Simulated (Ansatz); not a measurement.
# Hf2NO2 monolayer: the cell at rest

Task: relax Hf2NO2 monolayer tightly.

Main program and level: Ansatz 0.2.0; DFT PBEsol, scalar-relativistic, plane waves, PAW.

This is a report of a sequence of runs, with most program output left out.

### Step 1. The structure

The cell holds 5 atoms: 1 N, 2 Hf and 2 O. Its edges and angles: a = 3.260 Å, b = 3.260 Å, c = 20.000 Å, α = 90.0°, β = 90.0°, γ = 120.0°. Vacuum lies along c.

### Step 2. Probe on a coarse mesh

First a cheap look: the gap decides the mesh and the occupations, the pressure tells how far the cell has to move.

The program solves this slab on a cell height of its own, 32.6 Å, in place of the one typed.

Input file input.yaml:

```yaml
crystal:
  lattice:
    - [3.26, 0.0, 0.0]
    - [-1.63, 2.82324, 0.0]
    - [0.0, 0.0, 20.0]
  atoms:
    - { symbol: "N", position: [0.0, 0.0, 0.5] }
    - { symbol: Hf, position: [0.333333, 0.666667, 0.56] }
    - { symbol: Hf, position: [0.666667, 0.333333, 0.44] }
    - { symbol: O, position: [0.666667, 0.333333, 0.61] }
    - { symbol: O, position: [0.333333, 0.666667, 0.39] }
  periodic: [true, true, false]
kpoints:
  mp_grid: { grid: [6, 6, 1] }
hamiltonian:
  xc: pbesol
scf:
  occupations: { method: gaussian, width: 0.1 }
output:
  forces: true
  stress: true
  eigenvalues: true
```

The run is started by

```console
ansatz run input.yaml --threads 8 --pin off --max-ram 14336MiB --backend cpu --events-out ev --progress --plain --runs-dir out
```

Elapsed: 1.2 s, on 8 threads of Arm Neoverse V2, shared host; peak memory 0.77 GiB.

This run has no spin polarisation although its electron count is odd.

Numbers from this step:

```
gap on the k-mesh : 0 eV
area per atom     : 1.841 Å²
```

The coarse mesh shows no gap.

### Step 3. Coarse relaxation

A rough relaxation comes first, because large forces or stress need no tight tolerances yet.

The program solves this slab on a cell height of its own, 32.6 Å, in place of the one typed.

input.yaml, as its differences from that of step 2:

```diff
@@ -13,3 +13,3 @@
 kpoints:
-  mp_grid: { grid: [6, 6, 1] }
+  mp_grid: { grid: [9, 9, 1] }
 hamiltonian:
@@ -22 +22,6 @@
   eigenvalues: true
+relax:
+  adjacent_minimum: "off"
+  f_tol: 0.05
+  max_steps: 80
+  cell: { stress_2d_tol: 0.02 }
```

The job ended after 15 s (8 threads; peak memory 0.97 GiB; 1.7 min of CPU time).

Relaxation path:

```tsv
step	energy less that of the first step (eV)	largest force component (eV/Å)	volume (Å³)
1	0.0000	3.2066	300.04
2	-0.2750	1.8080	291.72
3	-0.3940	0.3609	287.97
4	-0.4019	0.0967	290.03
5	-0.4064	0.0099	288.02
6	-0.4063	0.0001	288.11
7*	-0.3981	0.0022	288.11
8	-0.3985	0.0006	287.79
9*	-0.3982	0.0005	287.79
```

Relaxation steps marked * repeat the geometry before them on a plane-wave basis chosen anew for their cell, so energy and pressure can jump there.

The run keeps the 12 symmetry operations that it works with, so distortions that break them were not tested.

```tsv
cell as run	before	after	change
a (Å)	3.260	3.193	-2.1 %
b (Å)	3.260	3.193	-2.1 %
```

The atoms that moved most (Å, along periodic axes as changes of fractional coordinates times the final cell, across vacuum about the mean position):

```tsv
atom	dx	dy	dz	length
Hf2	0.000	0.000	0.125	0.125
Hf3	0.000	0.000	-0.125	0.125
O5	0.000	0.000	-0.110	0.110
O4	0.000	0.000	0.110	0.110
```

The relaxed structure:

```
N Hf O
1.0
     3.19272    0.00000    0.00000
    -1.59636    2.76498    0.00000
     0.00000    0.00000   32.60000
N Hf O
1 2 2
Direct
  0.00000 0.00000 0.30675
  0.33333 0.66667 0.34740
  0.66667 0.33333 0.26610
  0.66667 0.33333 0.37761
  0.33333 0.66667 0.23589
```

Numbers from this step:

| Quantity | Value |
| --- | --- |
| area per atom | 1.766 Å² |

The relaxation ends with a largest force component of 5.1e-4 eV/Å.

### Step 4. Bringing the structure to rest

Harmonic phonons are second derivatives at a point where the forces vanish, and they are wanted at zero stress, so atoms and cell are relaxed first.

Input file input.yaml:

```yaml
crystal:
  lattice:
    - [3.1927222049, 0.0, 0.0]
    - [-1.5963611024, 2.7649785367, 0.0]
    - [0.0, 0.0, 32.6]
  atoms:
    - { symbol: "N", position: [0.0, 0.0, 0.3067484663] }
    - { symbol: Hf, position: [0.3333333333, 0.6666666667, 0.3473967753] }
    - { symbol: Hf, position: [0.6666666667, 0.3333333333, 0.2661001572] }
    - { symbol: O, position: [0.6666666667, 0.3333333333, 0.3776113985] }
    - { symbol: O, position: [0.3333333333, 0.6666666667, 0.235885534] }
  periodic: [true, true, false]
kpoints:
  mp_grid: { grid: [12, 12, 1] }
hamiltonian:
  xc: pbesol
scf:
  occupations: { method: gaussian, width: 0.1 }
output:
  forces: true
  stress: true
  eigenvalues: true
  write_density: true
  write_potential: true
  elf: true
  volumetric_format: npy
relax:
  adjacent_minimum: "off"
  f_tol: 0.005
  max_steps: 80
  cell: { stress_2d_tol: 0.02 }
```

It took 15 s on 8 threads; peak memory 1.1 GiB.

Little changed from the start: no atom moved by 0.005 Å and no cell edge by 0.1 %.

This step gave:

```
area per atom : 1.768 Å²
```

Valence density in the ac plane at fractional y = 0.333, with atoms of Hf and O within 0.2 Å of it. It is the smooth field of the valence electrons, not physical close to the nuclei.

Ten steps, logarithmic in the rise over the least value, from '0' (0 e/Å³) to '9' (20 e/Å³), each cell a mean:
```
0000000000000000
0000000000000000
0000000000000000
0000000000000000
0000000000000000
0000000000000000
0000000000000000
0000000000000000
0000000000000000
0000000000000000
0000000000000000
0000000000000000
0000000000000000
0000000000000000
1000011245665432
2233322234444322
2222221122222211
2111123579999863
1112111122333211
0000000000000000
0000000000000000
0000000000000000
0000000000000000
0000000000000000
```
Columns run along a (3.2 Å), rows up along c (32.6 Å). Atoms in or near the plane, at fractional coordinates: Hf at (0.67, 0.27), O at (0.67, 0.38).

Electrostatic potential energy in the ac plane at fractional y = 0.333, with atoms of Hf and O within 0.2 Å of it. With pseudopotentials it is smooth inside the atoms' cores, unlike the true potential.

Ten even steps from '0' (-34 eV) to '9' (0 eV), each cell a mean:
```
9999999999999999
9999999999999999
9999999999999999
9999999999999999
9999999999999999
9999999999999999
9999999999999999
9999999999999999
9999999999999999
9999999999999999
9999999999999999
9999999999999999
9999999999999999
9999999999999999
9888899854333479
5433456665555676
7777777776666677
5778763000000002
8999988766556678
9999999999999999
9999999999999999
9999999999999999
9999999999999999
9999999999999999
```
Columns run along a (3.2 Å; values clipped at the 3rd and 97th percentile), rows up along c (32.6 Å). Atoms in or near the plane, at fractional coordinates: Hf at (0.67, 0.27), O at (0.67, 0.38).

ELF in the ac plane at fractional y = 0.333, with atoms of Hf and O within 0.2 Å of it. It is the smooth field of the valence electrons, not physical close to the nuclei.

Ten even steps from '_' (0.00) to '@' (0.81), each cell a mean:
```
________________________________
________________________________
________________________________
________________________________
________________________________
________________________________
________________________________
________________________________
________________________________
________________________________
________________________________
________________________________
________________________________
______________......::::......__
==..____..--**%%@@@@%%##%%@@%%##
..::::--::::::--++********++==::
==++****++==--::::::::::::::::--
..::----::..::**%%@@@@@@@@@@##--
==****##**==--....::::::::....::
________________________________
________________________________
________________________________
________________________________
________________________________
```
Columns run along a (3.2 Å), rows up along c (32.6 Å). Atoms in or near the plane, at fractional coordinates: Hf at (0.67, 0.27), O at (0.67, 0.38).

### Step 5. Relaxing to small forces for the phonons

Phonons need a cell at rest on their own settings, so the relaxation is repeated with tight tolerances on forces and stress on the k mesh and occupations of the first response run.

input.yaml, the sections that differ from step 4:

```yaml
crystal:
  lattice:
    - [3.1944776251, 0.0, 0.0]
    - [-1.5972388125, 2.7664987752, 0.0]
    - [0.0, 0.0, 32.6]
  atoms:
    - { symbol: "N", position: [0.0, 0.0, 0.3067484663] }
    - { symbol: Hf, position: [0.3333333333, 0.6666666667, 0.3473913474] }
    - { symbol: Hf, position: [0.6666666667, 0.3333333333, 0.2661055851] }
    - { symbol: O, position: [0.6666666667, 0.3333333333, 0.3775152543] }
    - { symbol: O, position: [0.3333333333, 0.6666666667, 0.2359816783] }
  periodic: [true, true, false]
scf:
  occupations: { method: methfessel_paxton, width: 0.15 }
relax:
  adjacent_minimum: "off"
  f_tol: 0.001
  max_steps: 60
  cell: { stress_2d_tol: 0.002 }
# kpoints, hamiltonian, output: as in step 4
```

It took 11 s on 8 threads; peak memory 1 GiB.

Little changed from the start: no atom moved by 0.005 Å and no cell edge by 0.1 %.

This step gave:

```yaml
area_per_atom: 1.767 Å²
```

ELF in the ac plane at fractional y = 0.333, with atoms of Hf and O within 0.2 Å of it. It is the smooth field of the valence electrons, not physical close to the nuclei.

Ten even steps from '_' (0.00) to '@' (0.81), each cell a mean:
```
________________________________
________________________________
________________________________
________________________________
________________________________
________________________________
________________________________
________________________________
________________________________
________________________________
________________________________
________________________________
________________________________
______________......::::......__
==..____..--**%%@@@@%%##%%@@%%##
..::::--::::::--++********++==::
==++****++==--::::::::::::::::--
..::----::..::**%%@@@@@@@@@@##--
==****##**==--....::::::::....::
________________________________
________________________________
________________________________
________________________________
________________________________
```
Columns run along a (3.2 Å), rows up along c (32.6 Å). Atoms in or near the plane, at fractional coordinates: Hf at (0.67, 0.27), O at (0.67, 0.38).

Electrostatic potential energy in the ac plane at fractional y = 0.333, with atoms of Hf and O within 0.2 Å of it. With pseudopotentials it is smooth inside the atoms' cores, unlike the true potential.

Values in eV, 24 rows by 16 columns, each cell a mean:
```
  0   0   0   0   0   0   0   0   0   0   0   0   0   0   0   0
  0   0   0   0   0   0   0   0   0   0   0   0   0   0   0   0
  0   0   0   0   0   0   0   0   0   0   0   0   0   0   0   0
  0   0   0   0   0   0   0   0   0   0   0   0   0   0   0   0
  0   0   0   0   0   0   0   0   0   0   0   0   0   0   0   0
  0   0   0   0   0   0   0   0   0   0   0   0   0   0   0   0
  0   0   0   0   0   0   0   0   0   0   0   0   0   0   0   0
  0   0   0   0   0   0   0   0   0   0   0   0   0   0   0   0
  0   0   0   0   0   0   0   0   0   0   0   0   0   0   0   0
  0   0   0   0   0   0   0   0   0   0   0   0   0   0   0   0
  0   0   0   0   0   0   0   0   0   0   0   0   0   0   0   0
  0   0   0   0   0   0   0   0   0   0   0   0   0   0   0   0
  0   0   0   0   0   0   0   0   0   0   0   0   0   0   0   0
  0   0   0   0   0   0   0   0   0   0   0   0   0   0   0   0
 -3  -3  -4  -4  -4  -3  -3  -6 -15 -19 -21 -21 -20 -17  -8  -3
-14 -18 -20 -21 -19 -16 -12 -10 -12 -15 -16 -16 -15 -13 -10 -11
 -8  -8  -9  -9  -8  -8  -8  -9 -10 -11 -12 -12 -12 -10  -9  -8
-14  -9  -7  -7  -8 -12 -20 -30 -33 -34 -34 -34 -34 -33 -32 -24
 -4  -3  -3  -3  -3  -4  -5  -7 -10 -12 -13 -14 -13 -11  -8  -6
  0   0   0   0   0   0   0   0   0   0  -1  -1  -1   0   0   0
  0   0   0   0   0   0   0   0   0   0   0   0   0   0   0   0
  0   0   0   0   0   0   0   0   0   0   0   0   0   0   0   0
  0   0   0   0   0   0   0   0   0   0   0   0   0   0   0   0
  0   0   0   0   0   0   0   0   0   0   0   0   0   0   0   0
```
Columns run along a (3.2 Å; values clipped at the 3rd and 97th percentile), rows up along c (32.6 Å). Atoms in or near the plane, at fractional coordinates: Hf at (0.67, 0.27), O at (0.67, 0.38).

Valence density in the ac plane at fractional y = 0.333, with atoms of Hf and O within 0.2 Å of it. It is the smooth field of the valence electrons, not physical close to the nuclei.

Values in e/Å³, 24 rows by 16 columns, each cell a mean:
```
 0  0  0  0  0  0  0  0  0  0  0  0  0  0  0  0
 0  0  0  0  0  0  0  0  0  0  0  0  0  0  0  0
 0  0  0  0  0  0  0  0  0  0  0  0  0  0  0  0
 0  0  0  0  0  0  0  0  0  0  0  0  0  0  0  0
 0  0  0  0  0  0  0  0  0  0  0  0  0  0  0  0
 0  0  0  0  0  0  0  0  0  0  0  0  0  0  0  0
 0  0  0  0  0  0  0  0  0  0  0  0  0  0  0  0
 0  0  0  0  0  0  0  0  0  0  0  0  0  0  0  0
 0  0  0  0  0  0  0  0  0  0  0  0  0  0  0  0
 0  0  0  0  0  0  0  0  0  0  0  0  0  0  0  0
 0  0  0  0  0  0  0  0  0  0  0  0  0  0  0  0
 0  0  0  0  0  0  0  0  0  0  0  0  0  0  0  0
 0  0  0  0  0  0  0  0  0  0  0  0  0  0  0  0
 0  0  0  0  0  0  0  0  0  0  0  0  0  0  0  0
 0  0  0  0  0  0  0  1  1  2  3  3  3  2  1  0
 0  1  1  1  1  1  0  0  1  1  2  2  1  1  1  0
 0  0  0  1  0  0  0  0  0  0  1  1  0  0  0  0
 0  0  0  0  0  0  1  2  6 13 19 20 15  8  3  1
 0  0  0  0  0  0  0  0  0  1  1  1  1  0  0  0
 0  0  0  0  0  0  0  0  0  0  0  0  0  0  0  0
 0  0  0  0  0  0  0  0  0  0  0  0  0  0  0  0
 0  0  0  0  0  0  0  0  0  0  0  0  0  0  0  0
 0  0  0  0  0  0  0  0  0  0  0  0  0  0  0  0
 0  0  0  0  0  0  0  0  0  0  0  0  0  0  0  0
```
Columns run along a (3.2 Å), rows up along c (32.6 Å). Atoms in or near the plane, at fractional coordinates: Hf at (0.67, 0.27), O at (0.67, 0.38).

The largest force component left is 0.39 meV/Å, within the tolerances set.

### Step 6. Summary of results

* space group after relaxation (within 0.01 Å): P-3m1
* lattice constant a: 3.194 Å
* lattice constant b: 3.194 Å
* area per atom: 1.77 Å²

**Reading.** The largest force component left is 0.39 meV/Å, within the tolerances set. The relaxation keeps the symmetry of its start, so it says nothing on stability against lower symmetry. The runs are without spin polarisation, although the cell has an odd electron count. Spin-orbit coupling is left out, which can matter for the heavy elements here. The starting cell was built on a prototype and not taken from a measurement.

[Logs are printed without paths, hosts, clocks, repeated set-up lines and the standing remarks that a program may print on its own settings, such as how far it seeks lower states.]

[Hosts, paths, dates, database ids (printed as entryN), source tags and the programs' standing remarks are cut or masked in the printed files.]
